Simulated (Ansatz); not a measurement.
**Hf (P6_3/mmc, 2 atoms in the cell): modes against biaxial strain in the (0001) plane, that of a and b**

Wanted: the shifts of the zone-centre modes of Hf (P6_3/mmc, 2 atoms in the cell) with strain.

Program: Ansatz 0.2.0. Level of theory: DFT LDA, scalar-relativistic, plane waves, PAW; PAW set soft_1. Results are calculated unless marked as measured.

### Step 1. Set-up

It takes space group P6_3/mmc (No. 194, hexagonal). The conventional cell has a = 3.197 Å, b = 3.197 Å, c = 5.058 Å, α = 90.00°, β = 90.00°, γ = 120.00°. Nearest to Hf lie 12 Hf at 3.13 to 3.20 Å.

### Step 2. Bringing the structure to rest

The cell and atoms are relaxed, since residual forces and stress would shift the frequencies.

The input, input.yaml:

```yaml
crystal:
  lattice:
    - [3.1967, 0.0, 0.0]
    - [-1.59835, 2.7684234083, 0.0]
    - [0.0, 0.0, 5.0578]
  atoms:
    - { symbol: Hf, position: [0.33333333, 0.66666667, 0.25] }
    - { symbol: Hf, position: [0.66666667, 0.33333333, 0.75] }
kpoints:
  mp_grid: { grid: [15, 15, 8] }
hamiltonian:
  xc: lda
  pseudopotentials: { kind: paw, azcp: { folder: soft_1 }, xc_functional: pbe }
scf:
  occupations: { method: gaussian, width: 0.1 }
output:
  forces: true
  stress: true
  eigenvalues: true
  write_density: true
  write_potential: true
  elf: true
  volumetric_format: npy
relax:
  adjacent_minimum: "off"
  f_tol: 0.005
  max_steps: 80
  cell: { stress_tol: 0.05 }
```

Launch:

```bash
$ ansatz run input.yaml --threads 4 --pin off --max-ram 10240MiB --backend cpu --events-out ev --progress --plain --runs-dir out
```

Numbers of over 12 decimals in the logs are rounded to 6 here.

The program printed:

```text
Engine: ansatz 0.2.0, aarch64-unknown-linux-gnu
Pseudopotentials: kind: paw
Pseudopotential: Hf, paw, valence charge 26, recommended cutoff 420 eV (normal), soft_1/Hf.paw.azcp
Functional definition: SPW92
  exchange = slater_x
  correlation = pw_c
Crystal: 2 atoms, lattice volume = 44.761 Å³
Basis set: ecut = 420 eV, 881 PW (Γ)
Bands: 32, of which v1, the nominal top of the filled ones, is band 26 counted from 1 (25 counted from 0)
Symmetry: 24 space group operations
Space group: P63/mmc (ITA 194), of the structure as read, at distance tolerance 3.6e-5 Å
k-points: 135 of 1800
Non-local potential: Hf, projectors of the file, l = 0: 3, l = 1: 2, l = 2: 2, l = 3: 3
PAW form: soft (Blöchl's): semilocal exchange-correlation on the pseudo side does not see the compensation charge
PAW frozen core: Hf, regenerated for the run's functional, and the local potential with it (the file was generated under x = pbe(κ = 0.804, μ = 0.219515), c = pbe(β = 0.066725))
PAW one-centre angular grid: Hf, 590 points (default); XC on 64 Gauss nodes
Initial density: superposition of atomic densities (chi_scale 0.1, normalization cell)
Initial wavefunctions: pseudopotential atomic-orbital guess
Functional: x = slater, c = lda
SCF iter   1: F=—  HF=-30955.146241 eV  |F-HF|=—  |Δ(HF+E_count)|=         —  Δρ=3.33e-2  dr2=6.13e-1  ethr=3.10e-3  ⟨swp⟩=5.4  Hψ=14992  notcnv=0  defer=1
preconditioner: auto → Kerker (q_TF=auto, 2.797 Å⁻¹)  [metal: Δε(μ)=0.018 eV  Ē_g=16.939 eV  σ=0.100 eV  W_gap=0.10  n_scr=22 (ndim 8)  ℏωp=38.5 eV  f_vac=0.000  D(μ)=1.40/eV (n_scr^D=8)]
SCF iter   2: F=—  HF=-30955.010770 eV  |F-HF|=—  |Δ(HF+E_count)|=   1.35e-1  Δρ=2.11e-2  dr2=2.46e-1  ethr=1.18e-3  ⟨swp⟩=2.4  Hψ=6790  notcnv=0  defer=165
SCF iter   3: F=—  HF=-30954.955744 eV  |F-HF|=—  |Δ(HF+E_count)|=   5.50e-2  Δρ=8.01e-3  dr2=3.31e-2  ethr=4.73e-4  ⟨swp⟩=2.1  Hψ=7400  notcnv=0  defer=161
SCF iter   4: F=—  HF=-30954.910315 eV  |F-HF|=—  |Δ(HF+E_count)|=   4.54e-2  Δρ=2.77e-3  dr2=1.79e-3  ethr=6.36e-5  ⟨swp⟩=2.1  Hψ=8341  notcnv=0  defer=161
SCF iter   5: F=—  HF=-30954.911630 eV  |F-HF|=—  |Δ(HF+E_count)|=   1.31e-3  Δρ=6.71e-4  dr2=1.87e-4  ethr=3.45e-6  ⟨swp⟩=2.2  Hψ=7507  notcnv=0  defer=161
SCF iter   6: F=—  HF=-30954.911694 eV  |F-HF|=—  |Δ(HF+E_count)|=   6.43e-5  Δρ=1.73e-4  dr2=1.20e-5  ethr=3.59e-7  ⟨swp⟩=2.1  Hψ=7720  notcnv=0  defer=161
SCF iter   7: F=—  HF=-30954.911707 eV  |F-HF|=—  |Δ(HF+E_count)|=   1.31e-5  Δρ=3.85e-5  dr2=6.96e-7  ethr=2.31e-8  ⟨swp⟩=2.4  Hψ=8210  notcnv=0  defer=161
SCF iter   8: F=-30954.911707 eV  HF=-30954.911707 eV  |F-HF|=1.16e-8  |Δ(HF+E_count)|=   3.78e-8  Δρ=6.96e-6  dr2=2.43e-8  ethr=1.92e-10  ⟨swp⟩=17.1  Hψ=42457  notcnv=0
SCF 1 converged in 8 iterations: F = -30954.911707 eV  dr2 = 2.43e-8
  Residual-converged pass: ⟨swp⟩=1.1  Hψ=4870  notcnv=0  max |occ|·‖R‖ = 7.0e-9 eV (tolerance 1.0e-8 eV)  dr2=2.43e-8  dr2_onsite=8.17e-9  max |Δocc| = 3.0e-10
  greatest PAW one-centre occupation: 0.998 electrons in one spin orbital (limit 2), on the Hf atom at site 1 (counted from 0), in its partial waves of l = 3
relax step   1: F+E_penalty+E_count = -30954.91170724 eV  Δ(F+E_penalty+E_count) = +0.000e0 eV  max|allowed force component| = 2.776e-16 eV/Å  Δτ_max = 0.0000 Å  P = -7.663 GPa  Ω = 44.761 Å³  (8 SCF iters, dr2 threshold 1.00e-7 eV, accepted)
Crystal: 2 atoms, lattice volume = 38.499 Å³
Basis set: ecut = 420 eV, 749 PW (Γ)
Initial density: handed on by an earlier stage of this run
Initial wavefunctions: those handed on with the density
iter 1 solved again at ethr=7.24e-6 eV; its pass at ethr=3.10e-3 eV (dr2=3.76e-3 eV) is discarded
SCF iter   1: F=—  HF=-30954.892671 eV  |F-HF|=—  |Δ(HF+E_count)|=         —  Δρ=4.98e-3  dr2=4.31e-3  ethr=7.24e-6  ⟨swp⟩=2.1  Hψ=24383  notcnv=0
preconditioner: auto → Kerker (q_TF=auto, 2.868 Å⁻¹)  [metal: Δε(μ)=0.006 eV  Ē_g=17.593 eV  σ=0.100 eV  W_gap=0.03  n_scr=22 (ndim 8)  ℏωp=41.5 eV  f_vac=0.000  D(μ)=1.72/eV (n_scr^D=22)]
SCF iter   2: F=—  HF=-30954.889762 eV  |F-HF|=—  |Δ(HF+E_count)|=   2.91e-3  Δρ=1.95e-3  dr2=7.11e-4  ethr=7.24e-6  ⟨swp⟩=2.0  Hψ=7501  notcnv=0
SCF iter   3: F=—  HF=-30954.889221 eV  |F-HF|=—  |Δ(HF+E_count)|=   5.41e-4  Δρ=1.03e-3  dr2=2.39e-4  ethr=1.37e-6  ⟨swp⟩=2.0  Hψ=7378  notcnv=0
SCF iter   4: F=—  HF=-30954.889182 eV  |F-HF|=—  |Δ(HF+E_count)|=   3.90e-5  Δρ=4.31e-4  dr2=5.77e-5  ethr=4.60e-7  ⟨swp⟩=2.0  Hψ=7807  notcnv=0
SCF iter   5: F=—  HF=-30954.889178 eV  |F-HF|=—  |Δ(HF+E_count)|=   4.10e-6  Δρ=6.34e-5  dr2=1.77e-6  ethr=1.11e-7  ⟨swp⟩=2.0  Hψ=4849  notcnv=0
SCF iter   6: F=—  HF=-30954.889180 eV  |F-HF|=—  |Δ(HF+E_count)|=   1.71e-6  Δρ=2.38e-5  dr2=3.00e-7  ethr=3.40e-9  ⟨swp⟩=2.4  Hψ=7914  notcnv=0
SCF iter   7: F=-30954.889180 eV  HF=-30954.889180 eV  |F-HF|=2.64e-9  |Δ(HF+E_count)|=   1.77e-7  Δρ=4.17e-6  dr2=5.81e-9  ethr=3.85e-10  ⟨swp⟩=9.8  Hψ=33085  notcnv=0
SCF 2 converged in 7 iterations: F = -30954.889180 eV  dr2 = 5.81e-9
relax step   2: F+E_penalty+E_count = -30954.88917951 eV  Δ(F+E_penalty+E_count) = +2.253e-2 eV  max|allowed force component| = 4.903e-16 eV/Å  Δτ_max = 0.0000 Å  P = +10.959 GPa  Ω = 38.499 Å³  energy of the carried Pulay correction = +1.460e-3 eV  (7 SCF iters, dr2 threshold 2.00e-7 eV, rejected (line search))
Crystal: 2 atoms, lattice volume = 41.950 Å³
Basis set: ecut = 420 eV, 833 PW (Γ)
iter 1 solved again at ethr=3.05e-6 eV; its pass at ethr=3.10e-3 eV (dr2=1.58e-3 eV) is discarded
SCF iter   1: F=—  HF=-30954.991197 eV  |F-HF|=—  |Δ(HF+E_count)|=         —  Δρ=3.03e-3  dr2=1.89e-3  ethr=3.05e-6  ⟨swp⟩=2.1  Hψ=24107  notcnv=0
preconditioner: auto → Kerker (q_TF=auto, 2.828 Å⁻¹)  [metal: Δε(μ)=0.015 eV  Ē_g=17.674 eV  σ=0.100 eV  W_gap=0.08  n_scr=22 (ndim 8)  ℏωp=39.7 eV  f_vac=0.000  D(μ)=1.55/eV (n_scr^D=10)]
SCF iter   2: F=—  HF=-30954.990036 eV  |F-HF|=—  |Δ(HF+E_count)|=   1.16e-3  Δρ=1.17e-3  dr2=2.84e-4  ethr=3.05e-6  ⟨swp⟩=2.0  Hψ=7761  notcnv=0
SCF iter   3: F=—  HF=-30954.989811 eV  |F-HF|=—  |Δ(HF+E_count)|=   2.25e-4  Δρ=6.09e-4  dr2=9.17e-5  ethr=5.46e-7  ⟨swp⟩=2.0  Hψ=7334  notcnv=0
SCF iter   4: F=—  HF=-30954.989800 eV  |F-HF|=—  |Δ(HF+E_count)|=   1.03e-5  Δρ=2.41e-4  dr2=1.83e-5  ethr=1.76e-7  ⟨swp⟩=2.0  Hψ=7827  notcnv=0
SCF iter   5: F=—  HF=-30954.989805 eV  |F-HF|=—  |Δ(HF+E_count)|=   4.77e-6  Δρ=3.88e-5  dr2=7.70e-7  ethr=3.51e-8  ⟨swp⟩=2.0  Hψ=7772  notcnv=0
SCF iter   6: F=—  HF=-30954.989803 eV  |F-HF|=—  |Δ(HF+E_count)|=   1.83e-6  Δρ=1.42e-5  dr2=1.28e-7  ethr=1.48e-9  ⟨swp⟩=2.0  Hψ=7832  notcnv=0
SCF iter   7: F=—  HF=-30954.989803 eV  |F-HF|=—  |Δ(HF+E_count)|=   6.13e-8  Δρ=2.34e-6  dr2=2.34e-9  ethr=2.47e-10  ⟨swp⟩=2.1  Hψ=7451  notcnv=0
SCF iter   8: F=—  HF=-30954.989803 eV  |F-HF|=—  |Δ(HF+E_count)|=  2.18e-10  Δρ=5.67e-7  dr2=9.19e-11  ethr=4.49e-12  ⟨swp⟩=2.2  Hψ=7809  notcnv=0
SCF iter   9: F=-30954.989803 eV  HF=-30954.989803 eV  |F-HF|=7.28e-12  |Δ(HF+E_count)|=  7.28e-12  Δρ=7.91e-8  dr2=1.75e-12  ethr=1.00e-12  ⟨swp⟩=7.7  Hψ=25859  notcnv=0
SCF 3 converged in 9 iterations: F = -30954.989803 eV  dr2 = 1.75e-12
relax step   3: F+E_penalty+E_count = -30954.98980330 eV  Δ(F+E_penalty+E_count) = -7.810e-2 eV  max|allowed force component| = 2.868e-16 eV/Å  Δτ_max = 0.0000 Å  P = -0.834 GPa  Ω = 41.950 Å³  energy of the carried Pulay correction = +6.294e-4 eV  (9 SCF iters, accepted)
[...]
relax step   4: F+E_penalty+E_count = -30954.99064394 eV  Δ(F+E_penalty+E_count) = -8.406e-4 eV  max|allowed force component| = 4.256e-16 eV/Å  Δτ_max = 0.0000 Å  P = +0.082 GPa  Ω = 41.632 Å³  energy of the carried Pulay correction = +7.032e-4 eV  (4 SCF iters, dr2 threshold 2.00e-7 eV, accepted)
[...]
relax step   5: F+E_penalty+E_count = -30954.99064555 eV  Δ(F+E_penalty+E_count) = -1.609e-6 eV  max|allowed force component| = 1.850e-16 eV/Å  Δτ_max = 0.0000 Å  P = +0.000 GPa  Ω = 41.660 Å³  energy of the carried Pulay correction = +6.966e-4 eV  (4 SCF iters, dr2 threshold 2.22e-8 eV, accepted)
Initial wavefunctions: pseudopotential atomic-orbital guess (no wavefunctions were taken with the density)
iter 1 solved again at ethr=3.10e-9 eV; its pass at ethr=3.10e-3 eV (dr2=1.61e-6 eV) is discarded
SCF iter   1: F=—  HF=-30954.990050 eV  |F-HF|=—  |Δ(HF+E_count)|=         —  Δρ=5.62e-5  dr2=1.67e-7  ethr=3.10e-9  ⟨swp⟩=4.8  Hψ=33268  notcnv=0
preconditioner: auto → Kerker (q_TF=auto, 2.831 Å⁻¹)  [metal: Δε(μ)=0.018 eV  Ē_g=17.604 eV  σ=0.100 eV  W_gap=0.10  n_scr=22 (ndim 8)  ℏωp=39.9 eV  f_vac=0.000  D(μ)=1.53/eV (n_scr^D=10)]
SCF iter   2: F=—  HF=-30954.990048 eV  |F-HF|=—  |Δ(HF+E_count)|=   1.32e-6  Δρ=5.29e-5  dr2=6.23e-7  ethr=3.21e-10  ⟨swp⟩=3.6  Hψ=10649  notcnv=0
SCF iter   3: F=—  HF=-30954.990048 eV  |F-HF|=—  |Δ(HF+E_count)|=   1.63e-7  Δρ=2.66e-5  dr2=1.39e-7  ethr=3.21e-10  ⟨swp⟩=2.2  Hψ=8021  notcnv=0
SCF iter   4: F=—  HF=-30954.990048 eV  |F-HF|=—  |Δ(HF+E_count)|=   3.36e-8  Δρ=5.76e-6  dr2=8.38e-9  ethr=2.66e-10  ⟨swp⟩=3.0  Hψ=7581  notcnv=0
SCF iter   5: F=—  HF=-30954.990048 eV  |F-HF|=—  |Δ(HF+E_count)|=   1.93e-9  Δρ=1.02e-6  dr2=2.46e-10  ethr=1.61e-11  ⟨swp⟩=2.0  Hψ=7856  notcnv=0
SCF iter   6: F=-30954.990048 eV  HF=-30954.990048 eV  |F-HF|=1.82e-11  |Δ(HF+E_count)|=  4.73e-11  Δρ=1.23e-7  dr2=4.70e-12  ethr=1.00e-12  ⟨swp⟩=6.2  Hψ=27358  notcnv=0
SCF 6 converged in 6 iterations: F = -30954.990048 eV  dr2 = 4.70e-12
relax step   6: F+E_penalty+E_count = -30954.99004803 eV  Δ(F+E_penalty+E_count) = +5.975e-4 eV  max|allowed force component| = 1.758e-16 eV/Å  Δτ_max = 0.0000 Å  P = -0.011 GPa  Ω = 41.660 Å³  stress off target by 2.38e-2 GPa  SCF on the basis re-selected at this cell (its energy is not comparable with the rows above)  (6 SCF iters)
basis re-selected at this cell: Δ(F+E_penalty+E_count) = +5.975e-4 eV, ΔP = -0.011 GPa vs the last step (what re-selecting the basis moved, of the pressure what is left beyond the Pulay correction that the steps carried, after the strain that the cell walked since its last selection, with what the two solves' SCF thresholds leave and, on support functions, any second-order correction that the steps lacked; it is no m [...]
SCF converged after 6 iterations
Free energy (F): -30954.990048 eV
Harris-Foulkes:  -30954.990048 eV  (|F-HF|=1.82e-11)
Internal energy: -30954.982380 eV  (E = F + TS)
E sigma→0 (E₀):  -30954.986214 eV
Entropy (-TS):   -0.007668 eV (-3.834 meV/atom)
Fermi energy:    19.307181 eV
--- Per-component energies (eV) ---
  E_band       = 46.373976
  E_kinetic    = 824.992638
  E_local      = -12269.483634  (includes V_loc(G=0)·N_el)
  E_nonlocal   = 142.818579
  E_hartree    = 5996.643135
  E_xc         = -530.968341
  E_vxc        = -512.676110  (∫ρ·V_xc dr)
  E_paw        = -14907.599368  (= ΣΔE_a)
  E_vpaw       = -132.564297  (= ΣTr[D̂ρ^β])
  E_aug_tail   = 0.000228  (compensation charges beyond the density's cutoff)
  E_ewald      = -10216.299793
  E_core_change = 4.914176  (= ΣΔE_core)
  E_smearing   = -0.007668  (= −TS)
  E_closure    = -0.000000  (closes the sum)
  Σ components = -30954.990048   (vs F -30954.990048, Δ=0.00e0)
--- Forces (eV/Å), atoms counted from 1 ---
  atom   1  Hf    -0.00000000     0.00000000    -0.00000000
  atom   2  Hf     0.00000000    -0.00000000     0.00000000
  max |Σ_I F_I| component: 7.40e-17 eV/Å
--- Stress (GPa, compression-positive) ---
       -0.003912       0.000000       0.000000
        0.000000      -0.003912      -0.000000
        0.000000      -0.000000      -0.023813
  P = ⅓ Tr σ = -0.0105 GPa (-0.105 kbar)
--- Band table (eV; the first three rows and the last of 135) ---
  k-point 0: bands = [... 22 lower, 11.7062, 15.3481, 20.3324, 20.4136, 20.4136, 20.7160, 21.3055, 21.3055, ... 2 higher]
  k-point 1: bands = [... 22 lower, 11.8637, 15.2962, 20.0721, 20.3229, 20.3229, 20.5838, 21.1753, 21.1753, ... 2 higher]
  k-point 2: bands = [... 22 lower, 12.3167, 15.0758, 19.5751, 20.1931, 20.1931, 20.2328, 20.8707, 20.8707, ... 2 higher]
  k-point 134: bands = [... 22 lower, 17.3648, 17.3648, 17.7603, 17.7603, 19.2163, 19.2163, 21.8737, 21.8737, ... 2 higher]
--- Relaxed structure (5 steps of the walk, 4 accepted, 1 SCFs on fresh bases) ---
  F+E_penalty+E_count = -30954.99004803 eV   max|allowed force component| = 1.758e-16 eV/Å   (the final SCF, on the basis selected at the relaxed cell)
  cell:  # Å, volume = 41.6602 Å³
    - [3.120772, 0, 0]
    - [-1.560386, 2.702667, -2.4167814310844895e-18]
    - [0, -4.415364024715586e-18, 4.939313]
  atoms:
    - { symbol: Hf, position: [0.333333, 0.666667, 0.25] }
    - { symbol: Hf, position: [0.666667, 0.333333, 0.75] }
```

It took 17 s on 4 threads of Arm Neoverse V1, shared host; peak memory 0.46 GiB.

Step by step:

| step | energy less that of the first step (eV) | largest force component (eV/Å) | pressure (GPa) | volume (Å³) |
| --- | --- | --- | --- | --- |
| 1 | 0.0000 | 0.0000 | -7.66 | 44.76 |
| 2 | 0.0225 | 0.0000 | 10.96 | 38.50 |
| 3 | -0.0781 | 0.0000 | -0.83 | 41.95 |
| 4 | -0.0789 | 0.0000 | 0.08 | 41.63 |
| 5 | -0.0789 | 0.0000 | 0.00 | 41.66 |
| 6* | -0.0783 | 0.0000 | -0.01 | 41.66 |

Relaxation steps marked * repeat the geometry before them on a plane-wave basis chosen anew for their cell, so energy and pressure can jump there. Relaxation step 2 was tried and not accepted.

Forces are held to the 24 operations that the run works with; a distortion that breaks them can't arise in this run.

| conventional cell, symmetrised | before | after | change |
| --- | --- | --- | --- |
| a (Å) | 3.197 | 3.121 | -2.4 % |
| b (Å) | 3.197 | 3.121 | -2.4 % |
| c (Å) | 5.058 | 4.939 | -2.3 % |
| volume (Å³/atom) | 22.38 | 20.83 | -6.9 % |

Final coordinates:

```xyz
2
Lattice="3.1208 0.0000 0.0000 -1.5604 2.7027 0.0000 0.0000 0.0000 4.9393" Properties=species:S:1:pos:R:3 pbc="T T T"
Hf    0.0000    1.8018    1.2348
Hf    1.5604    0.9009    3.7045
```

This step gave:

- pressure: -0.01055 GPa
- volume per atom: 20.83 Å³
- gap on the k-mesh: 0 eV

Electrostatic potential energy in the ac plane at fractional y = 0.333, with atoms of Hf within 0.2 Å of it. With pseudopotentials it is smooth inside the atoms' cores, unlike the true potential.

Values in eV, 22 rows by 16 columns, each cell a mean:
```
 18  19  20  20  20  19  17  14  11   8   6   6   7  10  13  16
 16  19  20  20  19  17  14   8   2  -4  -7  -8  -5   0   6  12
 13  17  19  19  18  15   9   0  -9 -13 -14 -14 -14 -11  -3   6
 10  16  18  18  17  12   4  -8 -14 -13 -10  -9 -12 -15 -11   0
  8  15  17  18  16  11   0 -12 -15  -9  -2  -1  -6 -14 -14  -4
  8  14  17  18  16  10   0 -12 -15  -8  -1   0  -6 -14 -14  -4
 10  15  18  18  16  12   3  -9 -15 -13  -8  -8 -11 -15 -12  -1
 13  17  19  19  18  15   8  -1 -10 -14 -14 -14 -14 -12  -5   6
 16  18  20  20  19  17  13   8   1  -5  -8  -9  -6  -1   6  12
 18  19  20  20  20  18  17  14  11   7   5   5   7  10  13  16
 19  19  19  19  19  19  18  17  16  15  14  14  15  16  17  18
 18  18  17  17  17  18  18  18  19  18  18  18  19  19  19  18
 16  15  14  14  14  16  17  18  19  20  20  20  20  20  19  18
 13  11   9   9  10  12  15  17  19  20  21  21  21  20  18  16
 10   6   3   3   5   8  12  16  18  20  21  21  20  19  17  14
  8   3   0  -1   1   5  10  15  18  20  21  21  20  19  16  12
  8   3   0  -1   1   5  10  15  18  20  21  21  20  19  16  12
 10   6   3   2   4   8  12  16  18  20  21  21  20  19  17  14
 13  10   8   8   9  11  14  17  19  20  21  21  21  20  18  16
 16  14  13  13  14  15  17  18  19  20  20  20  20  20  19  17
 18  17  17  17  17  18  18  19  19  19  19  19  19  19  19  18
 19  19  19  19  19  19  18  18  17  16  15  15  16  17  17  18
```
Columns run along a (3.1 Å; values clipped at the 3rd and 97th percentile), rows up along c (4.9 Å). Atoms in or near the plane, at fractional coordinates: Hf at (0.67, 0.75).

ELF in the ac plane at fractional y = 0.333, with atoms of Hf within 0.2 Å of it. It is the smooth field of the valence electrons, not physical close to the nuclei.

Ten even steps from '_' (0.14) to '@' (0.86):
```
..--====--::______........______
__::====::..____..--==++==::____
__..----..____::==##%%%%##++--__
____::::..__..==##@@@@@@@@%%++::
____....____::**%%@@@@@@@@@@##--
..__....____--##@@@@@@@@@@@@%%==
..__....____--**@@@@@@@@@@@@##==
____..::____::++%%@@@@@@@@%%**--
____::--..____--**%%@@@@%%##==..
__..----::____..--++******==..__
..::====--..______::----::..____
::--------::..________..______..
::..........::::::::::::::::::::
..__________..::--==++++====--..
______________::==++**##**==::..
______..______..--**####**==::__
__..::::....__..--++####**==..__
..::----::..__..::++####**--..__
..::------..__..::++####**--..__
__..::--::..__..--++####**--..__
____......____..--++####**==..__
______________..==**####**==::__
____________..::==++****++==--..
..............::------------::::
::::::::::::....................
```
Columns run along a (3.1 Å), rows up along c (4.9 Å). Atoms in or near the plane, at fractional coordinates: Hf at (0.67, 0.75).

Valence density in the ac plane at fractional y = 0.333, with atoms of Hf within 0.2 Å of it. It is the smooth field of the valence electrons, not physical close to the nuclei.

Ten steps, logarithmic in the rise over the least value, from '0' (0 e/Å³) to '9' (54 e/Å³):
```
0000000000110000
0000000011222100
0000000123444210
0000001246776421
0000001357898642
1000001368999742
0000001368998642
0000001257887531
0000000134565321
0000000112332210
0000000001111000
0000000000000000
0000000000000000
0000000000000000
0000000000000000
0000000000000000
0111100000000000
0111110000000000
1112110000000000
0111110000000000
0011100000000000
0000000000000000
0000000000000000
0000000000000000
0000000000000000
```
Columns run along a (3.1 Å), rows up along c (4.9 Å). Atoms in or near the plane, at fractional coordinates: Hf at (0.67, 0.75).

In this step the volume went from 22.38 to 20.83 Å³/atom.

[end of part 1 of 3]

[Logs are printed without paths, hosts, clocks, repeated set-up lines and the standing remarks that a program may print on its own settings, such as how far it seeks lower states.]

[Hosts, paths, dates, database ids (printed as entryN), source tags and the programs' standing remarks are cut or masked in the printed files.]
